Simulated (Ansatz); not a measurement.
# Cs on Ag(111): change of the work function

How does Cs on the fcc site change the work function of Ag(111) as the layer fills?

Program: Ansatz 0.2.0. Level of theory: plane-wave DFT, PBE, Ansatz PAW. Values are calculated unless marked as measured.

The raw output is cut from this account; settings, times and results stay.

### 1. Starting point

The cell holds 4 atoms: 4 Ag. Its edges and angles: a = 2.892 Å, b = 2.892 Å, c = 25.084 Å, α = 90.0°, β = 90.0°, γ = 60.0°. Vacuum lies along c.

### 2. The clean slab

The bare slab comes first, as the zero from which every change is counted. The two lowest layers are held at bulk places and the upper ones relax. The dipole correction removes the false field that a one-sided slab makes across the periodic vacuum, so each face gets a flat vacuum level of its own.

The input, input.yaml:

```yaml
crystal:
  lattice:
    - [2.8920667351, 0.0, 0.0]
    - [1.4460333675, 2.504603262, 0.0]
    - [0.0, 0.0, 25.084087803]
  atoms:
    - { symbol: Ag, position: [0.0, 0.0, 0.3587931947] }
    - { symbol: Ag, position: [0.3333333333, 0.3333333333, 0.4529310649] }
    - { symbol: Ag, position: [0.6666666667, 0.6666666667, 0.5470689351] }
    - { symbol: Ag, position: [0.0, 0.0, 0.6412068053] }
kpoints:
  mp_grid: { grid: [12, 12, 1] }
hamiltonian:
  xc: pbe
scf:
  occupations: { method: fermi_dirac, width: 0.1 }
  convergence: { dr2_threshold: 1.0e-08 }
efield:
  axis: 3
  dipole_correction: true
  ramp_position: 0.97
  ramp_width: 0.06
relax:
  f_tol: 0.02
  max_steps: 60
  constraints: [{ sites: [0, 1] }]
output:
  write_potential: true
  write_density: true
  volumetric_format: npy
```

The run is started by

```sh
$ ansatz run input.yaml --threads 4 --pin off --max-ram 16384MiB --backend cpu --events-out ev --progress --plain --runs-dir out
```

The job ended after 11 s (4 threads of Arm Neoverse V2, shared host; peak memory 0.5 GiB).

Step by step:

| step | energy less that of the first step (eV) | largest force component (eV/Å) |
| --- | --- | --- |
| 1 | 0.0000 | 0.1394 |
| 2 | -0.0033 | 0.0588 |
| 3 | -0.0046 | 0.0035 |

Forces are held to the 6 operations that the program found; a distortion that breaks them can't arise in this run.

The atoms that moved most (Å):

| atom | dx | dy | dz | length |
| --- | --- | --- | --- | --- |
| Ag4 | 0.000 | 0.000 | 0.077 | 0.077 |
| Ag3 | 0.000 | 0.000 | 0.027 | 0.027 |

Final coordinates:

```xyz
4
Lattice="2.8921 0.0000 0.0000 1.4460 2.5046 0.0000 0.0000 0.0000 25.0841" Properties=species:S:1:pos:R:3
Ag    0.0000    0.0000    9.0000
Ag    1.4460    0.8349   11.3614
Ag    2.8921    1.6697   13.7500
Ag    0.0000    0.0000   16.1612
```

Numbers from this step:

| Property | Result |
| --- | --- |
| energy at zero smearing | -30361.5275 eV |
| work function, upper face | 4.469 eV |
| dipole along the normal | -8.00e-4 e·Å |

Running mean over 2.361 Å of the planar mean; the ramp of the sawtooth is left out. The electron's electrostatic potential energy less the Fermi level by z:

| z (Å) | electron's electrostatic potential energy less the Fermi level (eV) |
| --- | --- |
| 4 | 4.45 |
| 5 | 4.44 |
| 6 | 4.38 |
| 7 | 3.48 |
| 8 | -2.25 |
| 9 | -5.85 |
| 10 | -6.03 |
| 11 | -6.05 |
| 12 | -5.92 |
| 13 | -5.89 |
| 14 | -5.97 |
| 15 | -5.68 |
| 16 | -5.86 |
| 17 | -3.28 |
| 18 | 2.97 |
| 19 | 4.36 |
| 20 | 4.46 |
| 21 | 4.47 |
| 22 | 4.47 |

The relaxation took 3 steps and lowered the energy by 0.0046 eV; the largest force on the free atoms ends at 0.0035 eV/Å.

The work function of the upper face is 4.47 eV.

### 3. The covered slab, k-mesh 4×4×1, coverage 0.111 ML

System of this step: Cs/Ag(111). The cell holds 37 atoms: 36 Ag and 1 Cs. Its edges and angles: a = 8.676 Å, b = 8.676 Å, c = 28.803 Å, α = 90.0°, β = 90.0°, γ = 60.0°. Vacuum lies along c.

The clean slab as it ended is repeated in the plane and the adsorbate is set on one face; the cell's size fixes the coverage, and the k-mesh shrinks with it to keep the sampling density about even. Adsorbate and upper layers relax, since the dipole depends on the height.

The input, input.yaml:

```yaml
crystal:
  lattice:
    - [8.6762002052, 1.0e-10, 0.0]
    - [4.3381001025, 7.5138097861, 0.0]
    - [0.0, 0.0, 28.8034422788]
  atoms:
    - { symbol: Ag, position: [0.0, 0.0, 0.3124626533] }
    - { symbol: Ag, position: [0.1111111111, 0.1111111111, 0.3944446116] }
    - { symbol: Ag, position: [0.2222222222, 0.2222222222, 0.4773749922] }
    - { symbol: Ag, position: [0.0, 0.0, 0.5610871475] }
    - { symbol: Ag, position: [0.0, 0.3333333333, 0.3124626533] }
    - { symbol: Ag, position: [0.1111111111, 0.4444444444, 0.3944446116] }
    - { symbol: Ag, position: [0.2222222222, 0.5555555556, 0.4773749922] }
    - { symbol: Ag, position: [0.0, 0.3333333333, 0.5610871475] }
    - { symbol: Ag, position: [0.0, 0.6666666667, 0.3124626533] }
    - { symbol: Ag, position: [0.1111111111, 0.7777777778, 0.3944446116] }
    - { symbol: Ag, position: [0.2222222222, 0.8888888889, 0.4773749922] }
    - { symbol: Ag, position: [0.0, 0.6666666667, 0.5610871475] }
    - { symbol: Ag, position: [0.3333333333, 0.0, 0.3124626533] }
    - { symbol: Ag, position: [0.4444444444, 0.1111111111, 0.3944446116] }
    - { symbol: Ag, position: [0.5555555556, 0.2222222222, 0.4773749922] }
    - { symbol: Ag, position: [0.3333333333, 0.0, 0.5610871475] }
    - { symbol: Ag, position: [0.3333333333, 0.3333333333, 0.3124626533] }
    - { symbol: Ag, position: [0.4444444444, 0.4444444444, 0.3944446116] }
    - { symbol: Ag, position: [0.5555555556, 0.5555555556, 0.4773749922] }
    - { symbol: Ag, position: [0.3333333333, 0.3333333333, 0.5610871475] }
    - { symbol: Ag, position: [0.3333333333, 0.6666666667, 0.3124626533] }
    - { symbol: Ag, position: [0.4444444444, 0.7777777778, 0.3944446116] }
    - { symbol: Ag, position: [0.5555555556, 0.8888888889, 0.4773749922] }
    - { symbol: Ag, position: [0.3333333333, 0.6666666667, 0.5610871475] }
    - { symbol: Ag, position: [0.6666666667, 0.0, 0.3124626533] }
    - { symbol: Ag, position: [0.7777777778, 0.1111111111, 0.3944446116] }
    - { symbol: Ag, position: [0.8888888889, 0.2222222222, 0.4773749922] }
    - { symbol: Ag, position: [0.6666666667, 0.0, 0.5610871475] }
    - { symbol: Ag, position: [0.6666666667, 0.3333333333, 0.3124626533] }
    - { symbol: Ag, position: [0.7777777778, 0.4444444444, 0.3944446116] }
    - { symbol: Ag, position: [0.8888888889, 0.5555555556, 0.4773749922] }
    - { symbol: Ag, position: [0.6666666667, 0.3333333333, 0.5610871475] }
    - { symbol: Ag, position: [0.6666666667, 0.6666666667, 0.3124626533] }
    - { symbol: Ag, position: [0.7777777778, 0.7777777778, 0.3944446116] }
    - { symbol: Ag, position: [0.8888888889, 0.8888888889, 0.4773749922] }
    - { symbol: Ag, position: [0.6666666667, 0.6666666667, 0.5610871475] }
    - { symbol: Cs, position: [0.1111111111, 0.1111111111, 0.6875373467] }
kpoints:
  mp_grid: { grid: [4, 4, 1] }
hamiltonian:
  xc: pbe
scf:
  occupations: { method: fermi_dirac, width: 0.1 }
  convergence: { dr2_threshold: 1.0e-08 }
efield:
  axis: 3
  dipole_correction: true
  ramp_position: 0.97
  ramp_width: 0.06
relax:
  f_tol: 0.02
  max_steps: 60
  constraints:
    - { sites: [0, 1, 4, 5, 8, 9, 12, 13, 16, 17, 20, 21, 24, 25, 28, 29, 32, 33] }
output:
  write_potential: true
  write_density: true
  volumetric_format: npy
```

Elapsed: 14 min, on 4 threads; peak memory 10 GiB; 42 min of CPU time.

The steps of the relaxation:

| step | energy less that of the first step (eV) | largest force component (eV/Å) |
| --- | --- | --- |
| 1 | 0.0000 | 0.5486 |
| 2 | -0.0578 | 0.5025 |
| 3 | -0.1441 | 0.2904 |
| 4 | -0.1764 | 0.0328 |
| 5 | -0.1780 | 0.0088 |

The run keeps the 6 symmetry operations that the program found, so distortions that break them were not tested.

The atoms that moved most (Å):

| atom | dx | dy | dz | length |
| --- | --- | --- | --- | --- |
| Cs37 | 0.000 | 0.000 | -0.545 | 0.545 |
| Ag4 | -0.010 | -0.006 | -0.054 | 0.055 |
| Ag16 | 0.010 | -0.006 | -0.054 | 0.055 |
| Ag8 | 0.000 | 0.011 | -0.054 | 0.055 |
| Ag20 | -0.005 | -0.003 | 0.036 | 0.036 |
| Ag24 | 0.000 | 0.006 | 0.036 | 0.036 |
| Ag32 | 0.005 | -0.003 | 0.036 | 0.036 |
| Ag28 | 0.000 | 0.000 | 0.032 | 0.032 |

Final coordinates:

```xyz
37
Lattice="8.6762 0.0000 0.0000 4.3381 7.5138 0.0000 0.0000 0.0000 28.8034" Properties=species:S:1:pos:R:3
Ag    0.0000    0.0000    9.0000
Ag    1.4460    0.8349   11.3614
Ag    2.8981    1.6732   13.7299
Ag   -0.0096   -0.0055   16.1076
Ag    1.4460    2.5046    9.0000
Ag    2.8921    3.3395   11.3614
Ag    4.3394    4.1736   13.7667
Ag    1.4460    2.5156   16.1076
Ag    2.8921    5.0092    9.0000
Ag    4.3381    5.8441   11.3614
Ag    5.7841    6.6720   13.7299
Ag    2.8921    5.0092   16.1930
Ag    2.8921    0.0000    9.0000
Ag    4.3381    0.8349   11.3614
Ag    5.7841    1.6712   13.7667
Ag    2.9016   -0.0055   16.1076
Ag    4.3381    2.5046    9.0000
Ag    5.7841    3.3395   11.3614
Ag    7.2289    4.1736   13.7667
Ag    4.3333    2.5018   16.1970
Ag    5.7841    5.0092    9.0000
Ag    7.2302    5.8441   11.3614
Ag    8.6848    6.6740   13.7430
Ag    5.7841    5.0147   16.1970
Ag    5.7841    0.0000    9.0000
Ag    7.2302    0.8349   11.3614
Ag    8.6702    1.6732   13.7299
Ag    5.7841    0.0000   16.1930
Ag    7.2302    2.5046    9.0000
Ag    8.6762    3.3395   11.3614
Ag   10.1222    4.1842   13.7430
Ag    7.2350    2.5018   16.1970
Ag    8.6762    5.0092    9.0000
Ag   10.1222    5.8441   11.3614
Ag   11.5597    6.6740   13.7430
Ag    8.6762    5.0092   16.1930
Cs    1.4460    0.8349   19.2586
```

This step gave:

```yaml
energy_at_zero_smearing: -278925.5635 eV
work_function_upper_face: 1.568 eV
work_function_lower_face: 4.363 eV
dipole_along_the_normal: 1.007 e·Å
step_between_the_vacuum_levels: -2.795 eV
```

Running mean over 2.361 Å of the planar mean; the ramp of the sawtooth is left out. Table of electron's electrostatic potential energy less the Fermi level by z:

| z (Å) | electron's electrostatic potential energy less the Fermi level (eV) |
| --- | --- |
| 4 | 4.36 |
| 5 | 4.36 |
| 6 | 4.29 |
| 7 | 3.40 |
| 8 | -2.32 |
| 9 | -5.90 |
| 10 | -6.07 |
| 11 | -6.09 |
| 12 | -5.96 |
| 13 | -5.93 |
| 14 | -5.99 |
| 15 | -5.67 |
| 16 | -5.91 |
| 17 | -3.65 |
| 18 | 1.30 |
| 19 | 1.08 |
| 20 | 0.764 |
| 21 | 1.28 |
| 22 | 1.54 |
| 23 | 1.56 |
| 24 | 1.57 |
| 25 | 1.57 |

The relaxation took 5 steps and lowered the energy by 0.18 eV; the largest force on the free atoms ends at 0.0088 eV/Å.

The covered face has 1.57 eV, -2.90 eV against the clean one; the bare back face has moved by -0.09 eV, a measure of how thin the slab is.

### 4. The covered slab, k-mesh 6×6×1, coverage 0.25 ML

System of this step: Cs/Ag(111). The cell holds 17 atoms: 16 Ag and 1 Cs. Cell: a = 5.784 Å, b = 5.784 Å, c = 28.803 Å, α = 90.0°, β = 90.0°, γ = 60.0°. Vacuum lies along c.

Another coverage, to see how the dipoles act on each other as their distance changes.

The input, input.yaml:

```yaml
crystal:
  lattice:
    - [5.7841334702, 1.0e-10, 0.0]
    - [2.892066735, 5.0092065241, 0.0]
    - [0.0, 0.0, 28.8034422788]
  atoms:
    - { symbol: Ag, position: [0.0, 0.0, 0.3124626533] }
    - { symbol: Ag, position: [0.1666666667, 0.1666666667, 0.3944446116] }
    - { symbol: Ag, position: [0.3333333333, 0.3333333333, 0.4773749922] }
    - { symbol: Ag, position: [0.0, 0.0, 0.5610871475] }
    - { symbol: Ag, position: [0.0, 0.5, 0.3124626533] }
    - { symbol: Ag, position: [0.1666666667, 0.6666666667, 0.3944446116] }
    - { symbol: Ag, position: [0.3333333333, 0.8333333333, 0.4773749922] }
    - { symbol: Ag, position: [0.0, 0.5, 0.5610871475] }
    - { symbol: Ag, position: [0.5, 0.0, 0.3124626533] }
    - { symbol: Ag, position: [0.6666666667, 0.1666666667, 0.3944446116] }
    - { symbol: Ag, position: [0.8333333333, 0.3333333333, 0.4773749922] }
    - { symbol: Ag, position: [0.5, 0.0, 0.5610871475] }
    - { symbol: Ag, position: [0.5, 0.5, 0.3124626533] }
    - { symbol: Ag, position: [0.6666666667, 0.6666666667, 0.3944446116] }
    - { symbol: Ag, position: [0.8333333333, 0.8333333333, 0.4773749922] }
    - { symbol: Ag, position: [0.5, 0.5, 0.5610871475] }
    - { symbol: Cs, position: [0.1666666667, 0.1666666667, 0.6875373467] }
kpoints:
  mp_grid: { grid: [6, 6, 1] }
hamiltonian:
  xc: pbe
scf:
  occupations: { method: fermi_dirac, width: 0.1 }
  convergence: { dr2_threshold: 1.0e-08 }
efield:
  axis: 3
  dipole_correction: true
  ramp_position: 0.97
  ramp_width: 0.06
relax:
  f_tol: 0.02
  max_steps: 60
  constraints: [{ sites: [0, 1, 4, 5, 8, 9, 12, 13] }]
output:
  dos: { projected: true, e_range: [-8, 4] }
  write_potential: true
  write_density: true
  volumetric_format: npy
  elf: true
```

Elapsed: 2.8 min, on 4 threads; peak memory 3.6 GiB.

Step by step:

| step | energy less that of the first step (eV) | largest force component (eV/Å) |
| --- | --- | --- |
| 1 | 0.0000 | 0.3452 |
| 2 | -0.0229 | 0.3284 |
| 3 | -0.0795 | 0.1957 |
| 4 | -0.1018 | 0.0236 |
| 5 | -0.1025 | 0.0018 |

Forces are held to the 6 operations that the program found; a distortion that breaks them can't arise in this run.

The atoms that moved most (Å):

| atom | dx | dy | dz | length |
| --- | --- | --- | --- | --- |
| Cs17 | 0.000 | 0.000 | -0.458 | 0.458 |
| Ag16 | 0.000 | 0.000 | 0.104 | 0.104 |
| Ag15 | 0.000 | 0.000 | -0.022 | 0.022 |
| Ag12 | 0.010 | -0.006 | -0.010 | 0.015 |
| Ag4 | -0.010 | -0.006 | -0.010 | 0.015 |
| Ag8 | 0.000 | 0.011 | -0.010 | 0.015 |
| Ag7 | 0.000 | -0.006 | 0.008 | 0.010 |
| Ag11 | -0.005 | 0.003 | 0.008 | 0.010 |

The relaxed structure:

```cif
data_structure
_symmetry_space_group_name_H-M 'P 1'
_symmetry_Int_Tables_number 1
_cell_length_a 5.7841
_cell_length_b 5.7841
_cell_length_c 28.8034
_cell_angle_alpha 90.000
_cell_angle_beta 90.000
_cell_angle_gamma 60.000
_cell_volume 834.55
loop_
_atom_site_label
_atom_site_type_symbol
_atom_site_fract_x
_atom_site_fract_y
_atom_site_fract_z
_atom_site_occupancy
Ag1 Ag 0.00000 0.00000 0.31246 1
Ag2 Ag 0.16667 0.16667 0.39444 1
Ag3 Ag 0.33390 0.33390 0.47766 1
Ag4 Ag 0.99888 0.99888 0.56073 1
Ag5 Ag 0.00000 0.50000 0.31246 1
Ag6 Ag 0.16667 0.66667 0.39444 1
Ag7 Ag 0.33390 0.83220 0.47766 1
Ag8 Ag 0.99888 0.50224 0.56073 1
Ag9 Ag 0.50000 0.00000 0.31246 1
Ag10 Ag 0.66667 0.16667 0.39444 1
Ag11 Ag 0.83220 0.33390 0.47766 1
Ag12 Ag 0.50224 0.99888 0.56073 1
Ag13 Ag 0.50000 0.50000 0.31246 1
Ag14 Ag 0.66667 0.66667 0.39444 1
Ag15 Ag 0.83333 0.83333 0.47662 1
Ag16 Ag 0.50000 0.50000 0.56470 1
Cs17 Cs 0.16667 0.16667 0.67165 1
```

Read from the output:

| Property | Result |
| --- | --- |
| energy at zero smearing | -127117.6277 eV |
| work function, upper face | 1.856 eV |
| work function, lower face | 4.417 eV |
| dipole along the normal | 0.4100 e·Å |
| step between the vacuum levels | -2.560 eV |

Running mean over 2.361 Å of the planar mean; the ramp of the sawtooth is left out. Table of electron's electrostatic potential energy less the Fermi level by z:

| z (Å) | electron's electrostatic potential energy less the Fermi level (eV) |
| --- | --- |
| 4 | 4.42 |
| 5 | 4.41 |
| 6 | 4.34 |
| 7 | 3.44 |
| 8 | -2.29 |
| 9 | -5.89 |
| 10 | -6.06 |
| 11 | -6.08 |
| 12 | -5.94 |
| 13 | -5.89 |
| 14 | -5.97 |
| 15 | -5.61 |
| 16 | -5.92 |
| 17 | -3.91 |
| 18 | 0.103 |
| 19 | -1.30 |
| 20 | -1.45 |
| 21 | 0.375 |
| 22 | 1.47 |
| 23 | 1.74 |
| 24 | 1.82 |
| 25 | 1.85 |

(Continued in part 2 of 2.)

[Long decimals in the printed logs are rounded to 6 places.]

[Logs are printed without paths, hosts, clocks, repeated set-up lines and the standing remarks that a program may print on its own settings, such as how far it seeks lower states.]

[Hosts, paths, dates, database ids (printed as entryN), source tags and the programs' standing remarks are cut or masked in the printed files.]

[Maps of the electrostatic potential energy from Ansatz leave out the sawtooth potential of an applied field or a dipole correction, so their vacuum need not be flat; planar profiles and work functions include it.]
